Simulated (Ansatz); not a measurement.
# InH3 (model cell, started as ReO3 type): from the cell to its phonons, part 3 of 3

Wanted: phonon frequencies of InH3 (model cell, started as ReO3 type) and what follows from them.

Ansatz 0.2.0; DFT PBEsol, scalar-relativistic, plane waves, PAW.

So far, highest frequency on the path or at a solved wavevector (cm⁻¹): step 6 (phonons on a q mesh) 1676.

The structure was built from a prototype and need not be the compound's stable phase.

### 7. Another isotope, element H, natural mass 1.008 amu (continued)

The same force constants with the mass of H changed from 1.008 to 2.014 u (phonopy, no LO-TO term). Both lists are sorted by frequency; levels can cross, so a row need not hold one and the same mode. Modes under 3 cm⁻¹ are left out. Isotope shifts, by row, the first 40 of 45 rows:

```
             q  rank  natural mass (cm⁻¹)  changed mass (cm⁻¹)
         0 0 0     4                336.8                240.9
         0 0 0     5                336.8                240.9
         0 0 0     6                336.8                240.9
         0 0 0     7                433.6                306.7
         0 0 0     8                433.6                306.7
         0 0 0     9                433.6                306.7
         0 0 0    10                 1514                 1073
         0 0 0    11                 1514                 1073
         0 0 0    12                 1514                 1073
      0 0 -0.5     1                40.97                40.79
      0 0 -0.5     2                40.97                40.79
      0 0 -0.5     3                  161                160.1
      0 0 -0.5     4                389.9                276.6
      0 0 -0.5     5                389.9                276.6
      0 0 -0.5     6                460.3                325.6
      0 0 -0.5     7                521.7                369.1
      0 0 -0.5     8                521.7                369.1
      0 0 -0.5     9                  612                435.4
      0 0 -0.5    10                 1403                992.8
      0 0 -0.5    11                 1502                 1065
      0 0 -0.5    12                 1502                 1065
   0 -0.5 -0.5     1               -57.95                  -41
   0 -0.5 -0.5     2                49.46                49.38
   0 -0.5 -0.5     3                162.7                161.8
   0 -0.5 -0.5     4                162.7                161.8
   0 -0.5 -0.5     5                522.6                369.7
   0 -0.5 -0.5     6                522.6                369.7
   0 -0.5 -0.5     7                531.5                378.1
   0 -0.5 -0.5     8                531.5                378.1
   0 -0.5 -0.5     9                  659                466.2
   0 -0.5 -0.5    10                703.9                  498
   0 -0.5 -0.5    11                 1490                 1056
   0 -0.5 -0.5    12                 1581                 1118
-0.5 -0.5 -0.5     1                32.08                 22.7
-0.5 -0.5 -0.5     2                32.08                 22.7
-0.5 -0.5 -0.5     3                32.08                 22.7
-0.5 -0.5 -0.5     4                172.7                172.7
-0.5 -0.5 -0.5     5                172.7                172.7
-0.5 -0.5 -0.5     6                172.7                172.7
-0.5 -0.5 -0.5     7                671.2                474.8
```

A mode of this element alone would shift by -29.26 %. The highest zone-centre frequency without the field goes from 1513.8 to 1072.8 cm⁻¹ (-29.1 %). The product of the frequency ratios over all optical modes at Γ is 0.046; the product rule, (m/m′)^(3k/2) (M′/M)^(3/2) with k = 3 such atoms and M the mass of the cell, gives 0.046.

### 8. Another isotope, element In, natural mass 114.818 amu

The same for In, from 114.82 to 112.90 u.

The same force constants with the mass of In changed from 114.818 to 112.904 u (phonopy, no LO-TO term). Both lists are sorted by frequency; levels can cross, so a row need not hold one and the same mode. Modes under 3 cm⁻¹ are left out. Isotope shifts, by row, the first 40 of 45 rows:

```
             q  rank  natural mass (cm⁻¹)  changed mass (cm⁻¹)
         0 0 0     4                336.8                336.9
         0 0 0     5                336.8                336.9
         0 0 0     6                336.8                336.9
         0 0 0     7                433.6                433.6
         0 0 0     8                433.6                433.6
         0 0 0     9                433.6                433.6
         0 0 0    10                 1514                 1514
         0 0 0    11                 1514                 1514
         0 0 0    12                 1514                 1514
      0 0 -0.5     1                40.97                41.31
      0 0 -0.5     2                40.97                41.31
      0 0 -0.5     3                  161                162.3
      0 0 -0.5     4                389.9                389.9
      0 0 -0.5     5                389.9                389.9
      0 0 -0.5     6                460.3                460.3
      0 0 -0.5     7                521.7                521.7
      0 0 -0.5     8                521.7                521.7
      0 0 -0.5     9                  612                612.1
      0 0 -0.5    10                 1403                 1403
      0 0 -0.5    11                 1502                 1502
      0 0 -0.5    12                 1502                 1502
   0 -0.5 -0.5     1               -57.95               -57.95
   0 -0.5 -0.5     2                49.46                49.88
   0 -0.5 -0.5     3                162.7                164.1
   0 -0.5 -0.5     4                162.7                164.1
   0 -0.5 -0.5     5                522.6                522.6
   0 -0.5 -0.5     6                522.6                522.6
   0 -0.5 -0.5     7                531.5                531.5
   0 -0.5 -0.5     8                531.5                531.5
   0 -0.5 -0.5     9                  659                  659
   0 -0.5 -0.5    10                703.9                703.9
   0 -0.5 -0.5    11                 1490                 1490
   0 -0.5 -0.5    12                 1581                 1581
-0.5 -0.5 -0.5     1                32.08                32.08
-0.5 -0.5 -0.5     2                32.08                32.08
-0.5 -0.5 -0.5     3                32.08                32.08
-0.5 -0.5 -0.5     4                172.7                174.1
-0.5 -0.5 -0.5     5                172.7                174.1
-0.5 -0.5 -0.5     6                172.7                174.1
-0.5 -0.5 -0.5     7                671.2                671.2
```

A mode of this element alone would shift by +0.84 %. The highest zone-centre frequency without the field goes from 1513.8 to 1513.9 cm⁻¹ (+0.0 %). The product of the frequency ratios over all optical modes at Γ is 1.001; the product rule, (m/m′)^(3k/2) (M′/M)^(3/2) with k = 1 such atoms and M the mass of the cell, gives 1.001.

### 9. Results

| Item | Value |
| --- | --- |
| space group after relaxation (within 0.01 Å) | Pm-3m |
| volume per atom | 14.0 Å³ |
| electronic character | no gap on this mesh |
| highest optical mode at the zone centre (no LO-TO term) | 1514 cm⁻¹ |
| lowest optical zone-centre mode | 337 cm⁻¹ |
| lowest mode on the q mesh (acoustic modes at Γ apart) | -58.0 cm⁻¹ |
| highest frequency on the path or at a solved wavevector | 1676 cm⁻¹ |
| imaginary modes on the 2×2×2 q mesh | yes |

In words: Modes are clearly imaginary (beyond 10i cm⁻¹) at 1 of the 4 irreducible wavevectors, most at q = (0, -0.5, -0.5) (58.0i cm⁻¹), so this structure is not a minimum of the energy. The optical modes at Γ span 337 to 1514 cm⁻¹. The highest mode in this list at Γ, 1513.8 cm⁻¹, is mostly motion of H (100 % of the kinetic energy). The q mesh stands for a supercell only 7.6 Å across, so branches between the solved wavevectors are rough. With no gap, or one that is small against the smearing, the frequencies hang on the k mesh and the smearing, most of all near Kohn anomalies. The starting cell was built on a prototype and not taken from a measurement, so the phase need not exist. These are harmonic frequencies at zero temperature: anharmonic shifts, linewidths and thermal expansion are left out.

[Logs are printed without paths, hosts, clocks, repeated set-up lines and the standing remarks that a program may print on its own settings, such as how far it seeks lower states.]

[Hosts, paths, dates, database ids (printed as entryN), source tags and the programs' standing remarks are cut or masked in the printed files.]
